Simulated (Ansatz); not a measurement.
# The perfect W wire along [110], 23 atoms a period, part 2 of 2

What gap, if any, does the W wire along [110], 23 atoms a period have, and how many channels would it open?

Ansatz 0.2.0; DFT PBE, plane waves, PAW; relaxation of a wire's period; PAW set soft_1 (the session's first sound run).

So far: Set-up; Relaxation of atoms and period.

**2. Relaxation of atoms and period (continued)**

The steps of the relaxation:

| step | energy less that of the first step (eV) | largest force component (eV/Å) | pressure (GPa) | volume (Å³) |
| --- | --- | --- | --- | --- |
| 1 | 0.0000 | 2.9308 | -6.14 | 1152.79 |
| 2 | -3.0343 | 1.3818 | 0.93 | 1118.55 |
| 3 | -3.2551 | 0.7278 | 0.65 | 1109.37 |
| 4 | -3.4312 | 0.2676 | -0.07 | 1117.86 |
| 5 | -3.4150 | 0.5129 | -0.03 | 1124.57 |
| 6 | -3.4490 | 0.0684 | -0.01 | 1120.41 |
| 7 | -3.4505 | 0.0276 | -0.03 | 1121.17 |
| 8* | -3.4456 | 0.0273 | -0.03 | 1121.17 |

Relaxation steps marked * repeat the geometry before them on a plane-wave basis chosen anew for their cell, so energy and pressure can jump there. Relaxation step 5 was tried and not accepted.

The run keeps the 8 symmetry operations that it works with, so distortions that break them were not tested.

```csv
cell as run,before,after,change
c (Å),4.483,4.360,-2.7 %
```

The atoms that moved most (Å, along periodic axes as changes of fractional coordinates times the final cell, across vacuum about the mean position):

```csv
atom,dx,dy,dz,length
W17,-0.067,-0.204,0.000,0.214
W12,0.067,-0.204,0.000,0.214
W15,-0.067,0.204,0.000,0.214
W10,0.067,0.204,0.000,0.214
W19,-0.049,-0.160,0.000,0.167
W9,0.049,-0.160,0.000,0.167
W18,-0.049,0.160,0.000,0.167
W8,0.049,0.160,0.000,0.167
```

Numbers from this step:

- energy at zero smearing: -238842.7952 eV
- cell length along the wire: 4.360 Å

The cell's length comes to 4.360 Å with spin left out.

**3. The perfect wire**

This step: DFT PBE, plane waves, PAW; bands of a perfect wire; PAW set soft_1 (Ansatz 0.2.0).

At the relaxed period the bands are computed along the axis; those that cross an energy going forward count the channels that a perfect wire would open there.

Input file input.yaml:

```yaml
crystal:
  lattice:
    - [16.31, 0.0, 0.0]
    - [0.0, 15.766, 0.0]
    - [0.0, 0.0, 4.3600767848]
  atoms:
    - { symbol: W, position: [0.298375507, 0.500003615, 0.0] }
    - { symbol: W, position: [0.401410274, 0.643267368, 0.0] }
    - { symbol: W, position: [0.5, 0.500003615, 0.0] }
    - { symbol: W, position: [0.5, 0.779153315, 0.0] }
    - { symbol: W, position: [0.598589726, 0.643267368, 0.0] }
    - { symbol: W, position: [0.701624493, 0.500003615, 0.0] }
    - { symbol: W, position: [0.213622443, 0.500003615, 0.5] }
    - { symbol: W, position: [0.308634644, 0.367955619, 0.5] }
    - { symbol: W, position: [0.308634644, 0.632051611, 0.5] }
    - { symbol: W, position: [0.406905695, 0.228580535, 0.5] }
    - { symbol: W, position: [0.400654652, 0.500003615, 0.5] }
    - { symbol: W, position: [0.406905695, 0.771426695, 0.5] }
    - { symbol: W, position: [0.5, 0.355617684, 0.5] }
    - { symbol: W, position: [0.5, 0.644389546, 0.5] }
    - { symbol: W, position: [0.593094305, 0.228580535, 0.5] }
    - { symbol: W, position: [0.599345348, 0.500003615, 0.5] }
    - { symbol: W, position: [0.593094305, 0.771426695, 0.5] }
    - { symbol: W, position: [0.691365356, 0.367955619, 0.5] }
    - { symbol: W, position: [0.691365356, 0.632051611, 0.5] }
    - { symbol: W, position: [0.786377557, 0.500003615, 0.5] }
    - { symbol: W, position: [0.401410274, 0.356739862, 0.0] }
    - { symbol: W, position: [0.5, 0.220853915, 0.0] }
    - { symbol: W, position: [0.598589726, 0.356739862, 0.0] }
kpoints:
  mp_grid: { grid: [1, 1, 19] }
  band_path: { path: ["Γ", Z], npoints: 90 }
scf:
  occupations: { method: fermi_dirac, width: 0.05 }
hamiltonian:
  xc: pbe
  pseudopotentials: { kind: paw, azcp: { folder: soft_1 } }
output:
  dos: { e_range: [-5, 4] }
  write_potential: true
  write_density: true
  volumetric_format: npy
```

Started as:

```bash
> ansatz run input.yaml --threads 4 --pin off --max-ram 16384MiB --backend cpu --events-out ev --progress --plain --runs-dir out
```

Numbers of over 12 decimals in the logs are rounded to 6 here.

The program printed:

```text
[...]
Crystal: 23 atoms, lattice volume = 1121.165 Å³
Basis set: ecut = 420 eV, 21941 PW (Γ)
Bands: 194, of which v1, the nominal top of the filled ones, is band 161 counted from 1 (160 counted from 0)
Symmetry: 8 space group operations
[...]
k-points: 10 of 19
[...]
SCF iter   1: F=—  HF=-238862.644458 eV  |F-HF|=—  |Δ(HF+E_count)|=         —  Δρ=4.66e-2  dr2=1.71e2  ethr=3.10e-3  ⟨swp⟩=9.7  Hψ=9361  notcnv=0  defer=2
[...]
SCF iter  13: F=-238842.901536 eV  HF=-238842.901536 eV  |F-HF|=9.26e-9  |Δ(HF+E_count)|=   4.51e-8  Δρ=6.41e-7  dr2=1.97e-8  ethr=3.11e-11  ⟨swp⟩=17.5  Hψ=6848  notcnv=0
SCF 1 converged in 13 iterations: F = -238842.901536 eV  dr2 = 1.97e-8
[...]
NSCF: frozen V_eff on 91 k-points
WARN: The output density's exchange-correlation potential varies sharply where the density is thin. Do not read a vacuum level from v_tot or v_xc, or from such a field of the output density. On a cell that repeats whose density bears no net charge and no dipole along the vacuum's axis use v_es (v_loc + v_h of the components); under efield.dipole_correction with no amplitude use v_es + v_field, which holds any externa [...]
SCF converged after 13 iterations
Free energy (F): -238842.901536 eV
[...]
Internal energy: -238842.688241 eV  (E = F + TS)
E sigma→0 (E₀):  -238842.794889 eV
Entropy (-TS):   -0.213295 eV (-9.274 meV/atom)
Fermi energy:    4.731528 eV
[...]
--- Band table (eV; the first three rows and the last of 10) ---
  k-point 0: bands = [... 157 lower, 4.2209, 4.2753, 4.5675, 4.6376, 4.6407, 4.8601, 5.0129, 5.1413, ... 29 higher]
  k-point 1: bands = [... 157 lower, 4.2674, 4.2845, 4.5792, 4.6350, 4.6451, 4.8581, 5.0225, 5.1276, ... 29 higher]
  k-point 2: bands = [... 157 lower, 4.3922, 4.4276, 4.6190, 4.6194, 4.6709, 4.8762, 4.9883, 5.0175, ... 29 higher]
  k-point 9: bands = [... 157 lower, 4.0405, 4.4804, 4.5768, 4.6421, 4.7647, 4.8002, 4.8241, 4.8505, ... 29 higher]
```

It took 7.3 min on 4 threads of Arm Neoverse V1, shared host; peak memory 9.8 GiB; 29 min of CPU time.

Reading the cycles: dr2 is the Hartree energy of the density residual (eV), the measure of convergence; HF is the Harris–Foulkes estimate of the energy, which meets the free energy F at convergence.

Numbers from this step:

* energy at zero smearing: -238842.7949 eV
* band gap: 0 eV

Electronic bands along the path, in eV, zero at the Fermi level; # counts the bands kept:

| point | #44 | #45 | #46 | #47 | #48 | #49 | #50 | #51 |
| --- | --- | --- | --- | --- | --- | --- | --- | --- |
| Γ | -0.51 | -0.46 | -0.16 | -0.09 | -0.09 | 0.13 | 0.28 | 0.41 |
| halfway | -0.15 | -0.11 | -0.11 | 0.00 | 0.09 | 0.10 | 0.24 | 0.27 |
| Z | -0.70 | -0.27 | -0.17 | -0.09 | 0.03 | 0.06 | 0.11 | 0.14 |

Between Γ and Z the bands cross the Fermi level 5 times, so a perfect wire would conduct at least 5 G₀, with spin left out.

**4. Outcome**

| Item | Value |
| --- | --- |
| cell length, PBE | 4.360 Å |
| ballistic conductance by band crossings, a lower bound, PBE | 5 G₀ |

What this shows: Under PBE the cell's length is 4.36 Å, and the bands cross the Fermi level 5 times between Γ and Z, which gives a perfect wire at least 5 G₀ (opposite crossings within one step of the path cancel in such a count). No spin was allowed, though thin wires with open d shells can turn magnetic. Spin-orbit coupling is left out, which matters for the bands of heavy atoms.

[Logs are printed without paths, hosts, clocks, repeated set-up lines and the standing remarks that a program may print on its own settings, such as how far it seeks lower states.]

[Hosts, paths, dates, database ids (printed as entryN), source tags and the programs' standing remarks are cut or masked in the printed files.]
